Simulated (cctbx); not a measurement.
**Reading a Patterson map**

Space group P-1 (no. 2), a = 9.0020 Å, b = 9.0790 Å, c = 9.0980 Å, α = 83.47°, β = 72.63°, γ = 73.92°, content I6 Cu1 K3.

Simulated single-crystal data (cctbx): Cu Kα, λ = 1.54184 Å, to d = 0.8 Å, 50 % of the full sphere, strongest reflection 70000 counts, noise from counting, a 1.5 % proportional error and a noise floor of 8 counts (s.d.); no absorption.

Patterson synthesis, origin scaled to 1000:

```text
Patterson group P -1
      u       v       w   height  length (A)
  0.000   0.000   0.000   1000.0     0.00
  0.410   0.833   0.874    312.7     3.47
  0.386   0.261   0.965    308.4     4.64
  0.071   0.843   0.556    308.2     4.25
  0.025   0.573   0.909    302.4     3.99
  0.048   0.269   0.648    301.8     3.79
  0.338  -0.010   0.316    296.6     4.75
  0.456   0.099   0.523    167.3     5.20
  0.363   0.564   0.224    157.8     5.05
  0.229   0.054   0.759    133.4     2.63
  0.183   0.779   0.114    132.6     2.56
  0.310   0.417   0.411    131.6     7.16
  0.156   0.208   0.206    131.4     3.59
  0.227   0.548   0.758    113.3     4.53
```

Q: Assign the vectors.

A peak at u stands for all pairs with xi − xj = u, with weight Σ ZiZj against Σ Z² = 18778 at the origin. Peak heights follow these weights only roughly, since form factors, motion and series ripples differ, all vectors within 0.55 Å of a peak are counted as merged into it though the farther ones add only part of their weight, and F(000) is left out, which lowers the whole map:

| u | v | w | shortest length (Å) | height | 1000 ΣZiZj/ΣZ² | pairs in the cell |
| --- | --- | --- | --- | --- | --- | --- |
| 0.410 | 0.833 | 0.874 | 3.46 | 313 | 299 | 2 × I–I |
| 0.386 | 0.261 | 0.965 | 4.64 | 308 | 299 | 2 × I–I |
| 0.071 | 0.843 | 0.556 | 4.25 | 308 | 299 | 2 × I–I |
| 0.025 | 0.573 | 0.909 | 3.99 | 302 | 299 | 2 × I–I |
| 0.048 | 0.269 | 0.648 | 3.79 | 302 | 299 | 2 × I–I |
| 0.338 | -0.010 | 0.316 | 4.75 | 297 | 299 | 2 × I–I |
| 0.456 | 0.099 | 0.523 | 5.20 | 167 | 150 | 1 × I–I |
| 0.363 | 0.564 | 0.224 | 5.05 | 158 | 150 | 1 × I–I |
| 0.229 | 0.054 | 0.759 | 2.63 | 133 | 164 | 2 × I–Cu |
| 0.183 | 0.779 | 0.114 | 2.56 | 133 | 164 | 2 × I–Cu |

The table stops at ten peaks or at a height of 45, below which ripples compete. In the model behind the data I, the heaviest element, has 3 independent sites: (0.7707, 0.9499, 0.2394), (0.1564, 0.2093, 0.2033) and (0.8171, 0.2196, 0.8868), up to an allowed shift of origin; the I–I vectors are differences of these positions and their symmetry mates. The whole model:

| atom | mult. | x | y | z | Ueq (Å²) |
| --- | --- | --- | --- | --- | --- |
| I1 | 2 | 0.7707 | 0.9499 | 0.2394 | 0.0051 |
| I2 | 2 | 0.1564 | 0.2093 | 0.2033 | 0.0032 |
| I3 | 2 | 0.8171 | 0.2196 | 0.8868 | 0.0059 |
| Cu1 | 1 | 0 | 0 | 0 | 0.0034 |
| K1 | 1 | 1/2 | 0 | 0 | 0.0070 |
| K2 | 1 | 0 | 0 | 1/2 | 0.0068 |
| K3 | 1 | 0 | 1/2 | 0 | 0.0044 |

The model was made for the exercise: a known structure type with other elements put in, its volume estimated, not relaxed; displacement parameters are assumed.

[Logs are printed without paths, hosts, clocks, repeated set-up lines and the standing remarks that a program may print on its own settings, such as how far it seeks lower states.]
